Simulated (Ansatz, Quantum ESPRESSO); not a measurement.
# Work-function anisotropy of K, part 2 of 7

Wanted: work functions of K face by face, under two functionals.

Quantum ESPRESSO 7.5; plane-wave DFT, PBE, GBRV ultrasoft pseudopotentials; geometry and cross-check by Ansatz 0.2.0 with PAW datasets.

So far. Step 2 (Relaxation with Ansatz of (110)):  Held were the atoms numbered 3, 4 and 5; the forces quoted are those on the free ones.

## Step 3: Self-consistent run of (110), PBE

Both faces of the slab are alike, so a plain periodic cell serves and symmetry is kept.

Level of this step: plane-wave DFT, PBE, GBRV ultrasoft pseudopotentials (Quantum ESPRESSO 7.5).

File 110.pbe.in:

```
&control
  prefix = '110.pbe'
  outdir = './out'
  pseudo_dir = './pseudo'
  calculation = 'scf'
  tprnfor = .true.
/
&system
  ibrav = 0
  nat = 7
  ntyp = 1
  ecutwfc = 40
  ecutrho = 200
  occupations = 'smearing'
  smearing = 'mv'
  degauss = 0.02
/
&electrons
  conv_thr = 1e-07
  mixing_beta = 0.4
  electron_maxstep = 120
  mixing_mode = 'local-TF'
/
ATOMIC_SPECIES
  K   39.0983  k_pbe_v1.4.uspp.F.UPF
CELL_PARAMETERS angstrom
  3.69816846560000 -2.61500000000000 0.00000000000000
  3.69816846560000 2.61500000000000 0.00000000000000
  0.00000000000000 0.00000000000000 38.18901079360000
ATOMIC_POSITIONS crystal
  K   0.000000000000 0.000000000000 0.209484347300
  K   0.500000000000 0.500000000000 0.306322898200
  K   0.000000000000 0.000000000000 0.403161449100
  K   0.500000000000 0.500000000000 0.500000000000
  K   0.000000000000 0.000000000000 0.596838550900
  K   0.500000000000 0.500000000000 0.693677101800
  K   0.000000000000 0.000000000000 0.790515652700
K_POINTS automatic
  8 8 1 0 0 0
```

Run with:

```console
OMP_NUM_THREADS=1 mpirun -n 4 pw.x -nk 4 -in 110.pbe.in > 110.pbe.out
```

What it wrote:

```text
Program PWSCF v.7.5 starts
[citation notice left out]

     Parallel version (MPI & OpenMP), running on       4 processor cores
     Number of MPI processes:                 4
     Threads/MPI process:                     1

     MPI processes distributed on     1 nodes
[...]
Current dimensions of program PWSCF are:
     Max number of different atomic species (ntypx) = 10
     Max number of k-points (npk) =  40000
     Max angular momentum in pseudopotentials (lmaxx) =  4
     Message from routine setup:
     using ibrav=0 with symmetry is DISCOURAGED, use correct ibrav instead

     K-points division:     npool     =       4
     Subspace diagonalization in iterative solution of the eigenvalue problem:
     a serial algorithm will be used

     G-vector sticks info
     --------------------
     sticks:   dense  smooth     PW     G-vecs:    dense   smooth      PW
     Sum        1105     875    261               238297   170141   27551

     Using Slab Decomposition

     bravais-lattice index     =            0
     lattice parameter (alat)  =       8.5592  a.u.
     unit-cell volume          =    4984.5205 (a.u.)^3
     number of atoms/cell      =            7
     number of atomic types    =            1
     number of electrons       =        63.00
     number of Kohn-Sham states=           38
     kinetic-energy cutoff     =      40.0000  Ry
     charge density cutoff     =     200.0000  Ry
     scf convergence threshold =      1.0E-07
     mixing beta               =       0.4000
     number of iterations used =            8  local-TF  mixing
     Exchange-correlation=  SLA  PW   PBX  PBC
                           (   1   4   3   4   0   0   0)

     celldm(1)=   8.559161  celldm(2)=   0.000000  celldm(3)=   0.000000
     celldm(4)=   0.000000  celldm(5)=   0.000000  celldm(6)=   0.000000

     crystal axes: (cart. coord. in units of alat)
               a(1) = (   0.816497  -0.577350   0.000000 )
               a(2) = (   0.816497   0.577350   0.000000 )
               a(3) = (   0.000000   0.000000   8.431524 )

     reciprocal axes: (cart. coord. in units 2 pi/alat)
               b(1) = (  0.612372 -0.866025  0.000000 )
               b(2) = (  0.612372  0.866025 -0.000000 )
               b(3) = ( -0.000000  0.000000  0.118603 )

     PseudoPot. # 1 for K  read from file:
     ./pseudo/k_pbe_v1.4.uspp.F.UPF
     Pseudo is Ultrasoft + core correction, Zval =  9.0
     Generated by new atomic code, or converted to UPF format
     Using radial grid of  841 points,  6 beta functions with:
                l(1) =   0
                l(2) =   0
                l(3) =   1
                l(4) =   1
                l(5) =   2
                l(6) =   2
     Q(r) pseudized with  6 coefficients,  rinner =    1.500   1.500   1.500
                                                       1.500   1.500

     atomic species   valence    mass     pseudopotential
     K                 9.00    39.09830     K ( 1.00)

      8 Sym. Ops., with inversion, found

   Cartesian axes

     site n.     atom                  positions (alat units)
         1        K      tau(   1) = (   0.0000000   0.0000000   1.7662723  )
         2        K      tau(   2) = (   0.8164966   0.0000000   2.5827689  )
         3        K      tau(   3) = (   0.0000000   0.0000000   3.3992655  )
         4        K      tau(   4) = (   0.8164966   0.0000000   4.2157621  )
         5        K      tau(   5) = (   0.0000000   0.0000000   5.0322587  )
         6        K      tau(   6) = (   0.8164966   0.0000000   5.8487552  )
         7        K      tau(   7) = (   0.0000000   0.0000000   6.6652518  )

     number of k points=    21  Marzari-Vanderbilt smearing, width (Ry)=  0.0200
                       cart. coord. in units 2pi/alat
        k(    1) = (   0.0000000   0.0000000   0.0000000), wk =   0.0312500
        k(    2) = (   0.0765466   0.1082532   0.0000000), wk =   0.1250000
        k(    3) = (   0.1530931   0.2165064   0.0000000), wk =   0.1250000
        k(    4) = (   0.2296397   0.3247595   0.0000000), wk =   0.1250000
        k(    5) = (  -0.3061862  -0.4330127   0.0000000), wk =   0.0625000
        k(    6) = (   0.1530931   0.0000000   0.0000000), wk =   0.0625000
        k(    7) = (   0.2296397   0.1082532   0.0000000), wk =   0.1250000
        k(    8) = (   0.3061862   0.2165064   0.0000000), wk =   0.1250000
        k(    9) = (  -0.2296397  -0.5412659   0.0000000), wk =   0.1250000
        k(   10) = (  -0.1530931  -0.4330127   0.0000000), wk =   0.1250000
[...]
k(   21) = (  -0.6123724   0.0000000   0.0000000), wk =   0.0312500

     Dense  grid:   238297 G-vectors     FFT dimensions: (  40,  40, 360)

     Smooth grid:   170141 G-vectors     FFT dimensions: (  36,  36, 300)

     Estimated max dynamical RAM per process >     454.82 MB

     Estimated total dynamical RAM >       1.61 GB

     Initial potential from superposition of free atoms

     starting charge      59.4761, renormalised to      63.0000

     negative rho (up, down):  1.671E-04 0.000E+00
     Starting wfcs are   56 randomized atomic wfcs

     total cpu time spent up to now is        4.6 secs

     per-process dynamical memory:   231.1 Mb

     Self-consistent Calculation

     iteration #  1     ecut=    40.00 Ry     beta= 0.40
     Davidson diagonalization with overlap
     ethr =  1.00E-02,  avg # of iterations =  4.7

     negative rho (up, down):  5.533E-03 0.000E+00

     total cpu time spent up to now is       14.4 secs

     total energy              =    -399.25198071 Ry
     estimated scf accuracy    <       1.34442057 Ry

     iteration #  2     ecut=    40.00 Ry     beta= 0.40
[...]
negative rho (up, down):  4.761E-02 0.000E+00

[...]
total energy              =    -398.56810091 Ry
     estimated scf accuracy    <       0.92751639 Ry

     iteration #  3     ecut=    40.00 Ry     beta= 0.40
[...]
negative rho (up, down):  7.371E-02 0.000E+00

[...]
total energy              =    -399.80409592 Ry
     estimated scf accuracy    <       0.29995251 Ry

     iteration #  4     ecut=    40.00 Ry     beta= 0.40
[...]
negative rho (up, down):  6.758E-02 0.000E+00

[...]
total energy              =    -399.60614504 Ry
     estimated scf accuracy    <       3.41947656 Ry

     iteration #  5     ecut=    40.00 Ry     beta= 0.40
[...]
negative rho (up, down):  6.449E-02 0.000E+00

[...]
estimated scf accuracy    <       0.06693819 Ry

     iteration # 10     ecut=    40.00 Ry     beta= 0.40
[...]
negative rho (up, down):  4.483E-02 0.000E+00

[...]
total energy              =    -398.90553469 Ry
     estimated scf accuracy    <       0.00877627 Ry

     iteration # 11     ecut=    40.00 Ry     beta= 0.40
[...]
negative rho (up, down):  3.894E-02 0.000E+00

[...]
total energy              =    -398.92344476 Ry
     estimated scf accuracy    <       0.04737087 Ry

     iteration # 12     ecut=    40.00 Ry     beta= 0.40
[...]
negative rho (up, down):  4.063E-02 0.000E+00

[...]
total energy              =    -398.88615331 Ry
     estimated scf accuracy    <       0.05239404 Ry

     iteration # 13     ecut=    40.00 Ry     beta= 0.40
[...]
negative rho (up, down):  2.513E-02 0.000E+00

[...]
total energy              =    -398.89756424 Ry
     estimated scf accuracy    <       0.00532965 Ry

     iteration # 14     ecut=    40.00 Ry     beta= 0.40
[...]
negative rho (up, down):  2.020E-02 0.000E+00

[...]
total energy              =    -398.89726662 Ry
     estimated scf accuracy    <       0.00282190 Ry

[...]
iteration # 20     ecut=    40.00 Ry     beta= 0.40
[...]
c_bands:  1 eigenvalues not converged
[...]
negative rho (up, down):  1.343E-03 0.000E+00

[...]
total energy              =    -398.89686455 Ry
     estimated scf accuracy    <       0.00022361 Ry

     iteration # 21     ecut=    40.00 Ry     beta= 0.40
[...]
c_bands:  1 eigenvalues not converged
     c_bands:  1 eigenvalues not converged
[...]
negative rho (up, down):  3.789E-04 0.000E+00

[...]
total energy              =    -398.89688066 Ry
     estimated scf accuracy    <       0.00001552 Ry

     iteration # 22     ecut=    40.00 Ry     beta= 0.40
[...]
negative rho (up, down):  5.290E-05 0.000E+00

[...]
total energy              =    -398.89689058 Ry
     estimated scf accuracy    <       0.00000483 Ry

     iteration # 23     ecut=    40.00 Ry     beta= 0.40
[...]
negative rho (up, down):  1.440E-05 0.000E+00

[...]
total energy              =    -398.89689151 Ry
     estimated scf accuracy    <       0.00000116 Ry

     iteration # 24     ecut=    40.00 Ry     beta= 0.40
[...]
negative rho (up, down):  4.761E-05 0.000E+00

[...]
total energy              =    -398.89689184 Ry
     estimated scf accuracy    <       0.00000051 Ry

     iteration # 25     ecut=    40.00 Ry     beta= 0.40
[...]
negative rho (up, down):  2.612E-05 0.000E+00

[...]
total energy              =    -398.89689232 Ry
     estimated scf accuracy    <       0.00000016 Ry

     iteration # 26     ecut=    40.00 Ry     beta= 0.40
[...]
negative rho (up, down):  1.213E-05 0.000E+00

[...]
total energy              =    -398.89689215 Ry
     estimated scf accuracy    <       0.00000037 Ry

     iteration # 27     ecut=    40.00 Ry     beta= 0.40
[...]
negative rho (up, down):  1.501E-05 0.000E+00

[...]
End of self-consistent calculation

          k = 0.0000 0.0000 0.0000 ( 21339 PWs)   bands (ev):

   -31.7463 -31.7463 -31.5552 -31.5521 -31.5521 -31.5449 -31.5446 -15.2388
   -15.2386 -15.1877 -15.1876 -15.1822 -15.1821 -15.0602 -15.0444 -15.0296
   -15.0172 -15.0116 -15.0089 -15.0074 -14.9982 -14.9973 -14.9956 -14.9955
   -14.9954 -14.9939 -14.9881 -14.9880  -1.5776  -1.4315  -1.1877  -0.8471
    -0.4263   0.0601   0.5780   1.2337   1.6057   2.1115

          k = 0.0765 0.1083 0.0000 ( 21330 PWs)   bands (ev):

   -31.7459 -31.7459 -31.5548 -31.5518 -31.5518 -31.5446 -31.5443 -15.2377
   -15.2376 -15.1935 -15.1935 -15.1845 -15.1845 -15.0574 -15.0442 -15.0314
   -15.0201 -15.0173 -15.0152 -15.0053 -15.0024 -15.0022 -14.9993 -14.9986
   -14.9970 -14.9950 -14.9912 -14.9908  -1.4294  -1.2848  -1.0433  -0.7056
    -0.2878   0.1955   0.7110   1.3170   1.7178   2.2093

          k = 0.1531 0.2165 0.0000 ( 21326 PWs)   bands (ev):

   -31.7451 -31.7451 -31.5538 -31.5509 -31.5509 -31.5438 -31.5437 -15.2353
   -15.2353 -15.2121 -15.2121 -15.1858 -15.1857 -15.0515 -15.0478 -15.0384
   -15.0333 -15.0300 -15.0293 -15.0182 -15.0107 -15.0080 -15.0037 -15.0028
   -14.9988 -14.9985 -14.9924 -14.9919  -0.9963  -0.8566  -0.6227  -0.2944
     0.1131   0.5855   1.0886   1.5650   2.0176   2.4008

          k = 0.2296 0.3248 0.0000 ( 21318 PWs)   bands (ev):

   -31.7443 -31.7443 -31.5529 -31.5500 -31.5500 -31.5431 -31.5430 -15.2330
   -15.2329 -15.2310 -15.2310 -15.1864 -15.1864 -15.0602 -15.0560 -15.0511
   -15.0495 -15.0456 -15.0318 -15.0222 -15.0157 -15.0133 -15.0102 -15.0042
   -15.0002 -14.9974 -14.9934 -14.9915  -0.3108  -0.1805   0.0388   0.3480
     0.7339   1.1833   1.5612   1.6690   1.6740   1.8564

          k =-0.3062-0.4330 0.0000 ( 21326 PWs)   bands (ev):

   -31.7439 -31.7439 -31.5525 -31.5496 -31.5496 -31.5427 -31.5427 -15.2390
   -15.2390 -15.2319 -15.2319 -15.1867 -15.1866 -15.0669 -15.0612 -15.0591
   -15.0566 -15.0535 -15.0239 -15.0190 -15.0175 -15.0172 -15.0169 -15.0043
   -15.0004 -14.9963 -14.9942 -14.9912   0.5722   0.5768   0.6793   0.6987
     0.8551   0.9044   1.0696   1.2861   1.5275   1.5559

          k = 0.1531 0.0000 0.0000 ( 21318 PWs)   bands (ev):

   -31.7457 -31.7457 -31.5545 -31.5515 -31.5515 -31.5443 -31.5440 -15.2370
   -15.2370 -15.1916 -15.1916 -15.1915 -15.1915 -15.0574 -15.0426 -15.0284
   -15.0213 -15.0158 -15.0128 -15.0099 -15.0060 -15.0053 -15.0037 -15.0010
   -14.9973 -14.9972 -14.9971 -14.9947  -1.3804  -1.2361  -0.9952  -0.6587
    -0.2426   0.2387   0.7524   1.3408   1.7556   2.2472

[...]
the Fermi energy is     0.5859 ev

!    total energy              =    -398.89689227 Ry
     estimated scf accuracy    <       0.00000002 Ry
     smearing contrib. (-TS)   =      -0.00205261 Ry
     internal energy E=F+TS    =    -398.89483966 Ry

     The total energy is F=E-TS. E is the sum of the following terms:
     one-electron contribution =   -1194.52019238 Ry
     hartree contribution      =     596.90981012 Ry
     xc contribution           =     -62.75018489 Ry
     ewald contribution        =     261.46572748 Ry

     convergence has been achieved in  27 iterations

     negative rho (up, down):  1.501E-05 0.000E+00

     Forces acting on atoms (cartesian axes, Ry/au):

     atom    1 type  1   force =     0.00000000    0.00000000   -0.00028882
     atom    2 type  1   force =     0.00000000    0.00000000   -0.00043522
     atom    3 type  1   force =     0.00000000    0.00000000   -0.00000306
     atom    4 type  1   force =     0.00000000    0.00000000    0.00000000
     atom    5 type  1   force =     0.00000000    0.00000000    0.00000306
     atom    6 type  1   force =     0.00000000    0.00000000    0.00043522
     atom    7 type  1   force =     0.00000000    0.00000000    0.00028882

     Total force =     0.000739     Total SCF correction =     0.000175
     SCF correction compared to forces is large: reduce conv_thr to get better values

[...]
=------------------------------------------------------------------------------=
   JOB DONE.
=------------------------------------------------------------------------------=
```

Run time: 5.1 min. Hardware: 4 MPI ranks of Arm Neoverse V2, shared host; peak memory 1.6 GiB; 20 min of CPU time.

Read from the output:

```
free energy  : -5427.2687 eV
Fermi energy : 0.5859 eV
```

## Step 4: Potential by pp.x of (110)

plot_num = 11 writes the bare and Hartree potential. It leaves out exchange and correlation, which fade slowly, so it flattens close to the surface.

File 110.pbe.pot.in:

```
&inputpp
  prefix = '110.pbe'
  outdir = './out'
  filplot = '110.pbe.pot.dat'
  plot_num = 11
/
```

Run with:

```console
OMP_NUM_THREADS=1 mpirun -n 4 pp.x -in 110.pbe.pot.in > 110.pbe.pot.out
```

What it wrote:

```text
[banner, memory and clock lines left out]
Program POST-PROC v.7.5 starts

          URL

     ./out/110.pbe.save/

     IMPORTANT: XC functional enforced from input :
     Exchange-correlation= PBE
                           (   1   4   3   4   0   0   0)
     Any further DFT definition will be discarded
     Please, verify this is what you really want

     negative rho (up, down):  1.501E-05 0.000E+00

     Calling punch_plot, plot_num =  11
     Writing data to file  110.pbe.pot.dat
     Message from routine chdens:
     namelist plot not found or invalid, exiting
```

The job ended after 1.3 s (4 MPI ranks; peak memory 0.22 GiB).

Numbers from this step:

```
work function of the upper face                                       : 2.367 eV
slope of the potential above                                          : 0.005745 eV/Å
upper vacuum line continued to the top atoms, over the Fermi level    : 2.337 eV
work function of the lower face                                       : 2.368 eV
slope of the potential below                                          : -0.003593 eV/Å
lower vacuum line continued to the bottom atoms, over the Fermi level : 2.348 eV
```

Electrostatic potential energy of an electron; zero at the Fermi level. Table of potential energy, planar mean by z:

```csv
z (Å),"potential energy, planar mean (eV)"
0,2.37
1,2.37
2,2.37
3,2.37
4,2.35
5,2.25
6,1.84
7,0.210
8,-7.85
9,0.572
10,1.77
11,-1.11
12,-5.70
13,1.32
14,1.47
15,-4.49
16,-1.95
17,1.71
18,0.828
19,-7.58
20,0.150
21,1.79
22,-0.419
23,-6.72
24,1.12
25,1.60
26,-3.26
27,-3.07
28,1.61
29,1.12
30,-6.95
31,-0.605
32,1.68
33,2.21
34,2.34
35,2.36
36,2.37
37,2.37
38,2.37
```

## Step 5: Ground state of (110), LDA

The same atoms under a second functional.

Level of this step: plane-wave DFT, LDA, GBRV ultrasoft pseudopotentials (Quantum ESPRESSO 7.5).

110.lda.in, as its differences from the input of step 3:

```diff
@@ -1,3 +1,3 @@
 &control
-  prefix = '110.pbe'
+  prefix = '110.lda'
   outdir = './out'
@@ -24,3 +24,3 @@
 ATOMIC_SPECIES
-  K   39.0983  k_pbe_v1.4.uspp.F.UPF
+  K   39.0983  k_lda_v1.4.uspp.F.UPF
 CELL_PARAMETERS angstrom
```

Run with:

```console
OMP_NUM_THREADS=1 mpirun -n 4 pw.x -nk 4 -in 110.lda.in > 110.lda.out
```

What it wrote:

```text
[banner, memory and clock lines left out]
Program PWSCF v.7.5 starts
[...]
Message from routine setup:
[...]
number of electrons       =        63.00
     number of Kohn-Sham states=           38
     kinetic-energy cutoff     =      40.0000  Ry
     charge density cutoff     =     200.0000  Ry
[...]
number of k points=    21  Marzari-Vanderbilt smearing, width (Ry)=  0.0200
[...]
Dense  grid:   238297 G-vectors     FFT dimensions: (  40,  40, 360)
[...]
negative rho (up, down):  1.588E-04 0.000E+00
     Starting wfcs are   56 randomized atomic wfcs
[...]
negative rho (up, down):  4.673E-03 0.000E+00
[...]
estimated scf accuracy    <       1.37410114 Ry
[...]
negative rho (up, down):  4.269E-02 0.000E+00
[...]
estimated scf accuracy    <       0.94444633 Ry
[...]
negative rho (up, down):  6.500E-02 0.000E+00
[...]
estimated scf accuracy    <       0.32354771 Ry
[...]
negative rho (up, down):  5.761E-02 0.000E+00
[...]
estimated scf accuracy    <       3.16838970 Ry
[...]
negative rho (up, down):  5.641E-02 0.000E+00
[...]
estimated scf accuracy    <       1.16976794 Ry
[...]
negative rho (up, down):  5.803E-02 0.000E+00
[...]
estimated scf accuracy    <       0.25924083 Ry
[...]
negative rho (up, down):  5.796E-02 0.000E+00
[...]
estimated scf accuracy    <       0.04455252 Ry
[...]
negative rho (up, down):  5.640E-02 0.000E+00
[...]
estimated scf accuracy    <       0.03597508 Ry
[...]
negative rho (up, down):  4.783E-02 0.000E+00
[...]
estimated scf accuracy    <       0.02088600 Ry
[...]
negative rho (up, down):  3.973E-02 0.000E+00
[...]
estimated scf accuracy    <       0.07439467 Ry
[...]
negative rho (up, down):  2.766E-02 0.000E+00
[...]
estimated scf accuracy    <       0.11599602 Ry
[...]
negative rho (up, down):  2.315E-02 0.000E+00
[...]
estimated scf accuracy    <       0.06120839 Ry
[...]
negative rho (up, down):  1.487E-02 0.000E+00
[...]
estimated scf accuracy    <       0.01899299 Ry
[...]
negative rho (up, down):  1.393E-02 0.000E+00
[...]
estimated scf accuracy    <       0.01506929 Ry
[...]
negative rho (up, down):  1.028E-02 0.000E+00
[...]
estimated scf accuracy    <       0.02246894 Ry
[...]
negative rho (up, down):  8.888E-07 0.000E+00
[...]
estimated scf accuracy    <       0.02062561 Ry
[...]
estimated scf accuracy    <       0.00029932 Ry
[...]
estimated scf accuracy    <       0.00044933 Ry
[...]
negative rho (up, down):  1.905E-05 0.000E+00
[...]
estimated scf accuracy    <       0.00005851 Ry
[...]
negative rho (up, down):  1.096E-06 0.000E+00
[...]
estimated scf accuracy    <       0.00029468 Ry
[...]
negative rho (up, down):  2.740E-07 0.000E+00
[...]
estimated scf accuracy    <       0.00012110 Ry
[...]
negative rho (up, down):  2.268E-06 0.000E+00
[...]
estimated scf accuracy    <       0.00018978 Ry
[...]
negative rho (up, down):  2.070E-05 0.000E+00
[...]
estimated scf accuracy    <       0.00000466 Ry
[...]
negative rho (up, down):  2.335E-05 0.000E+00
[...]
estimated scf accuracy    <       0.00000298 Ry
[...]
negative rho (up, down):  1.668E-05 0.000E+00
[...]
estimated scf accuracy    <       0.00000050 Ry
[...]
negative rho (up, down):  1.214E-05 0.000E+00
[...]
estimated scf accuracy    <       0.00000110 Ry
[...]
negative rho (up, down):  1.640E-05 0.000E+00
[...]
estimated scf accuracy    <       0.00000019 Ry
[...]
negative rho (up, down):  1.793E-05 0.000E+00
[...]
the Fermi energy is     0.4050 ev
!    total energy              =    -398.70191305 Ry
     estimated scf accuracy    <       0.00000002 Ry
     smearing contrib. (-TS)   =      -0.00207956 Ry
     internal energy E=F+TS    =    -398.69983349 Ry
[...]
one-electron contribution =   -1195.42633191 Ry
     hartree contribution      =     596.68356379 Ry
     xc contribution           =     -61.42279286 Ry
     ewald contribution        =     261.46572748 Ry
     convergence has been achieved in  28 iterations
     negative rho (up, down):  1.793E-05 0.000E+00
[...]
Total force =     0.003144     Total SCF correction =     0.000015
[...]
```

It took 5.3 min on 4 MPI ranks; peak memory 1.7 GiB; 21 min of CPU time.

Read from the output:

| Item | Value |
| --- | --- |
| free energy | -5424.6159 eV |
| Fermi energy | 0.405 eV |

(Part 2 of 7 ends here.)

[Logs are printed without paths, hosts, clocks, repeated set-up lines and the standing remarks that a program may print on its own settings, such as how far it seeks lower states.]

[Hosts, paths, dates, database ids (printed as entryN), source tags and the programs' standing remarks are cut or masked in the printed files.]

[Maps of the electrostatic potential energy from Ansatz leave out the sawtooth potential of an applied field or a dipole correction, so their vacuum need not be flat; planar profiles and work functions include it.]
